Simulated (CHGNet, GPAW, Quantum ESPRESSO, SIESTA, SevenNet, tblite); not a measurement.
# SIESTA on random packing of S (91 atoms): settings against a plane-wave reference, part 2 of 2

Aim: run random packing of S (91 atoms) in SIESTA and see how near its forces come to a plane-wave reference, and at what cost.

Program: SIESTA 5.4.2; the method stands at each step. Banners, paths, timers and routine set-up lines are dropped from the logs unmarked, and long logs keep their key lines alone; longer cuts are marked. The potentials were converted by us to PSML.

So far. Step 3 (PBE, DZ, shift 0.01 Ry, mesh 300 Ry): Against the first run (11 %), the force difference from the reference is 51 %, at 0.52 times the CPU time (on 1 against 2 cores), with 728 basis functions against 1183: the smaller basis costs accuracy. Step 4 (PBE, DZP, shift 0.02 Ry, mesh 300 Ry): Against the first run (11 %), the force difference from the reference is 15 %, at 0.90 times the CPU time.

## Step 5: PBE, TZP, shift 0.01 Ry, mesh 300 Ry

Method: Kohn-Sham DFT, PBE, PseudoDojo 0.4.1 norm-conserving pseudopotentials (converted to PSML), numerical atomic orbitals (TZP), diagonalisation.

Input file input.fdf:

```
SystemLabel cell
NumberOfAtoms 91
NumberOfSpecies 1
%block ChemicalSpeciesLabel
  1 16 S
%endblock ChemicalSpeciesLabel
LatticeConstant 1.0 Ang
%block LatticeVectors
  13.93850 0.00000 0.00000
  0.00000 13.93850 0.00000
  0.00000 0.00000 13.93850
%endblock LatticeVectors
PAO.BasisSize TZP
PAO.EnergyShift 0.01 Ry
XC.Functional GGA
XC.Authors PBE
MeshCutoff 300 Ry
%block kgrid_Monkhorst_Pack
  1 0 0 0.0
  0 1 0 0.0
  0 0 1 0.0
%endblock kgrid_Monkhorst_Pack
SolutionMethod diagon
OccupationFunction FD
ElectronicTemperature 580 K
SCF.Mixer.Method Pulay
SCF.Mixer.Weight 0.15
SCF.Mixer.History 8
SCF.Mix Hamiltonian
MaxSCFIterations 300
SCF.DM.Tolerance 1e-04
SCF.H.Tolerance 1.0e-3 eV
WriteForces T
Write.HirshfeldPop T
Write.VoronoiPop T
Write.DM F
Write.H F
XML.Write F
AtomicCoordinatesFormat Fractional
%block AtomicCoordinatesAndAtomicSpecies
[... 91 atom lines left out: the same atoms as in the first run ...]
%endblock AtomicCoordinatesAndAtomicSpecies
```

Command:

```sh
> OMP_NUM_THREADS=1 mpirun -np 2 siesta < input.fdf > output.txt
```

Log:

```text
Version         : 5.4.2
reinit: System Name:
reinit: System Label: cell
initatom: Reading input for the pseudopotentials and atomic orbitals ----------
Species number:   1 Atomic number:   16 Label: S
Ground state valence configuration (from tables):   3s02  3p04  3d00  4f00
---- Processing specs for species: S
GGA--PBE XC_GGA_X_PBE--XC_GGA_C_PBE pb
[... lines left out ...]
        iscf     Eharris(eV)        E_KS(eV)     FreeEng(eV)     dDmax    Ef(eV) dHmax(eV)
[... lines left out ...]
SCF Convergence by DM+H criterion
[... lines left out ...]
SCF cycle converged after 54 iterations
[... lines left out ...]
   Max    2.815565
[... lines left out ...]
   Max    2.815565    constrained
Stress tensor Voigt[x,y,z,yz,xz,xy] (kbar):      118.75      114.94      124.67        0.19       10.27       -3.50
[... lines left out ...]
siesta: FreeEng =    -27177.343474
[... lines left out ...]
siesta:         Fermi =      -5.026994
[... lines left out ...]
siesta:    -0.002185    0.071737    0.000118
siesta:     0.006409    0.000118    0.077811
siesta: Cell volume =       2707.996622 Ang**3
siesta: Pressure (static):
siesta:                Solid            Molecule  Units
siesta:          -0.00081201         -0.00088575  Ry/Bohr**3
siesta:          -0.07455560         -0.08132607  eV/Ang**3
siesta:        -119.45123631       -130.29873581  kBar
    Orbital volume contribution        =          44.690318 eV
    (Free)E + p_basis*V_orbitals       =      -27132.653155 eV
    (Free)Eharris+ p_basis*V_orbitals  =      -27132.653160 eV
Hirshfeld Atomic Populations:
Atom #   charge [q] valence [e]  Species
     1    -0.051522    6.051522  S
     2    -0.002439    6.002439  S
     3    -0.051801    6.051801  S
[...]
--------------------
 Total    -0.000060
Voronoi Atomic Populations:
Atom #   charge [q] valence [e]  Species
[...]
90    -0.000903    6.000903  S
    91    -0.008188    6.008188  S
--------------------
 Total    -0.000060
```

Wall time 6 min (2 MPI ranks of Arm Neoverse V1, shared host); peak memory 1.6 GiB.

Numbers from this run, and their distance from the reference:

```yaml
r_m_s_force_component: 0.9019 eV/Å
r_m_s_difference_of_force_components: 79.06 meV/Å
longest_difference_of_force_vectors: 281.7 meV/Å
force_difference_over_r_m_s_force: 8.294 %
slope_of_forces_against_the_reference_s: 0.9442
correlation_of_force_components: 0.9979
pressure: -11.95 GPa
pressure_difference: -2.213 GPa
```

Against the first run (11 %), the force difference from the reference is 8.3 %, at 1.3 times the CPU time, with 1547 basis functions against 1183: the larger basis brings the forces nearer.

The run ends at a pressure of -11.95 GPa, with forces up to 3.1 eV/Å.

## Step 6: All runs compared

Differences are against the plane-wave reference, forces as r.m.s. over components; share is that over the reference's r.m.s. force, slope the least-squares factor from reference forces to these. Total energies of different programs have different zeros and aren't compared.

| run | Δ force, r.m.s. (meV/Å) | share (%) | slope | Δ pressure (GPa) | cores | CPU time | memory (GiB) |
| --- | --- | --- | --- | --- | --- | --- | --- |
| reference | - | - | - | - | 4 | 85 min | 9.2 |
| SIESTA PBE, DZP, shift 0.01 Ry, mesh 300 Ry | 100 | 10.5 | 0.927 | -2.06 | 2 | 8.9 min | 1.4 |
| SIESTA PBE, DZ, shift 0.01 Ry, mesh 300 Ry (coarse) | 491 | 51.5 | 0.622 | 1.72 | 1 | 4.6 min | 0.79 |
| SIESTA PBE, DZP, shift 0.02 Ry, mesh 300 Ry | 144 | 15.1 | 1.047 | -6.08 | 2 | 8 min | 1.2 |
| SIESTA PBE, TZP, shift 0.01 Ry, mesh 300 Ry | 79.1 | 8.29 | 0.944 | -2.21 | 2 | 12 min | 1.6 |

Rows marked coarse were listed beforehand as settings not expected to be converged; some can still land near the reference.

CPU time is summed over cores on a shared host, where runs went side by side, so it is rough. Symmetry, cutoffs, thresholds, outputs and thread counts weren't matched or tuned between programs; memory under MPI is the largest rank's times the ranks.

A second geometry, displaced anew (every atom was moved at random, 0.04 Å r.m.s. a Cartesian component), gives an energy difference that all programs can be tested on. The reference puts it at 12.45 meV/atom.

```csv
run,energy less the first geometry's (meV/atom),error (meV/atom),force share at the second geometry (%)
"SIESTA PBE, DZP, shift 0.01 Ry, mesh 300 Ry",10.95,-1.49,10.2
"SIESTA PBE, DZ, shift 0.01 Ry, mesh 300 Ry",4.040,-8.41,47.6
"SIESTA PBE, DZP, shift 0.02 Ry, mesh 300 Ry",13.30,0.855,14.8
"SIESTA PBE, TZP, shift 0.01 Ry, mesh 300 Ry",11.36,-1.09,8.01
```

Further runs of this program without a result: SIESTA PBE, SZP, shift 0.01 Ry, mesh 300 Ry (cut off at its time limit).

## Step 7: Outcome

```yaml
nearest_in_forces: SIESTA PBE, TZP, shift 0.01 Ry, mesh 300 Ry, 8.3 %
its_cpu_time: 12 min
```

In words: The PBE runs in local orbitals, coarse settings apart, differ by 8.3 % (SIESTA PBE, TZP, shift 0.01 Ry, mesh 300 Ry) to 15 % (SIESTA PBE, DZP, shift 0.02 Ry, mesh 300 Ry); basis, grid and potentials can all enter. Runs with settings chosen to be coarse differ by 51 % (SIESTA PBE, DZ, shift 0.01 Ry, mesh 300 Ry), their programs' other errors included. Of the electronic-structure runs that take under half the reference's CPU time, SIESTA PBE, TZP, shift 0.01 Ry, mesh 300 Ry comes nearest, at 8.3 % in 12 min against 85 min; its pressure misses by -2.2 GPa. In pressure, SIESTA PBE, DZP, shift 0.02 Ry, mesh 300 Ry misses by -6.1 GPa, at the same functional. The energy difference between the two geometries, 12.4 meV/atom in the reference, is met best by SIESTA PBE, DZP, shift 0.02 Ry, mesh 300 Ry (+0.855) and worst by SIESTA PBE, DZ, shift 0.01 Ry, mesh 300 Ry (coarse) (-8.41). The reference's pressure holds the uncorrected Pulay stress of its 45 Ry basis, so small pressure differences, and their order, may be the reference's own error. The reference's pressure of -9.7 GPa belongs to a cell and atoms that aren't relaxed at this level. The electronic-structure runs sample only Γ, in a cell whose shortest periodic width is 14 Å, which is coarse for a cell with partly filled levels.

[Also dropped from logs without a mark: logging warnings of Python, and SIESTA's first energy breakdown and zero terms.]

[Logs are printed without paths, hosts, clocks, repeated set-up lines and the standing remarks that a program may print on its own settings, such as how far it seeks lower states.]

[Hosts, paths, dates, database ids (printed as entryN), source tags and the programs' standing remarks are cut or masked in the printed files.]
